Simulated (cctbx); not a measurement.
## What is wrong with this refinement?

Cell a = 6.4270 Å, b = 6.4270 Å, c = 16.9250 Å, α = 90.00°, β = 90.00°, γ = 120.00°; space group R-3 (no. 148).

Simulated single-crystal data (cctbx): synchrotron X-rays, λ = 0.4959 Å, to d = 0.8 Å, 70 % of the full sphere, strongest reflection 70000 counts, noise from counting, a 6 % proportional error and a noise floor of 4 counts (s.d.); no absorption.

An anisotropic refinement with weights 1/σ² prints:

```text
Rint 0.039, 65 unique reflections to 1.30 A
cycle     R1     wR2    GooF  max shift (A)
   1  0.0129  0.0328   1.030   0.00102
   2  0.0120  0.0297   0.934   0.00000
final R1 0.0120 wR2 0.0297 GooF 0.934  parameters 13  data/parameter 5.0
atom        x        y        z      Ueq    occ   su(xyz)  su(Uiso or U11)
Co1    0.00000  0.00000  0.00000   0.0130  1.000  0.00000  0.0009
Cl1    0.40681  0.01989  0.25398   0.0150  1.000  0.00012  0.0009
Be1    0.33333  0.66667  0.16667   0.0296  1.000  0.00000  0.0052
difference map: max 0.15 min -0.15 rms 0.04
Q1    0.0340  0.4475  0.3703   18    0.15  1.88 A from Cl1
Q2    0.0000  0.0000  0.3459    6    0.15  2.36 A from Cl1
Q3    0.0000  0.1250  0.3519   18    0.11  1.95 A from Cl1
Q4    0.0000  0.2083  0.3704   18    0.09  1.71 A from Cl1
Q5    0.0000  0.0000  0.1039    6    0.08  1.76 A from Co1
Q6    0.0383  0.8562  0.1162   18    0.07  1.01 A from Cl1
```

Q: Accept it or mend it, and why?

Mend it. The fault: data cut at low resolution. Against the right model at the same level, R1 goes from 0.0123 to 0.0120 and GooF from 0.89 to 0.93. The atoms are right, but there are too few data for the parameters: R1 flatters and the s.u.s grow. Data per parameter fall from 21.4 to 5.

The compound is BeCoCl6. The right model at the same level gives:

```text
Rint 0.041, 278 unique reflections to 0.80 A
cycle     R1     wR2    GooF  max shift (A)
   1  0.0124  0.0329   0.896   0.00004
   2  0.0123  0.0328   0.893   0.00000
final R1 0.0123 wR2 0.0328 GooF 0.893  parameters 13  data/parameter 21.4
atom        x        y        z      Ueq    occ   su(xyz)  su(Uiso or U11)
Co1    0.00000  0.00000  0.00000   0.0135  1.000  0.00000  0.0002
Cl1    0.40687  0.01978  0.25401   0.0154  1.000  0.00003  0.0002
Be1    0.33333  0.66667  0.16667   0.0239  1.000  0.00000  0.0009
difference map: max 0.22 min -0.23 rms 0.06
Q1    0.0377  0.4654  0.3728   18    0.23  1.78 A from Cl1
Q2    0.0000  0.0000  0.3239    6    0.22  2.56 A from Cl1
Q3    0.0309  0.4385  0.7331   18    0.19  1.18 A from Cl1
Q4    0.0102  0.1645  0.3660   18    0.19  1.83 A from Cl1
Q5    0.0000  0.0000  0.2243    6    0.18  2.60 A from Cl1
Q6    0.0366  0.8173  0.1224   18    0.18  0.92 A from Cl1
```

The model is made up (kin elements in a known structure type, no relaxation), so it says nothing on whether the phase exists.

[Middle refinement cycles are left out of these outputs.]

[Logs are printed without paths, hosts, clocks, repeated set-up lines and the standing remarks that a program may print on its own settings, such as how far it seeks lower states.]
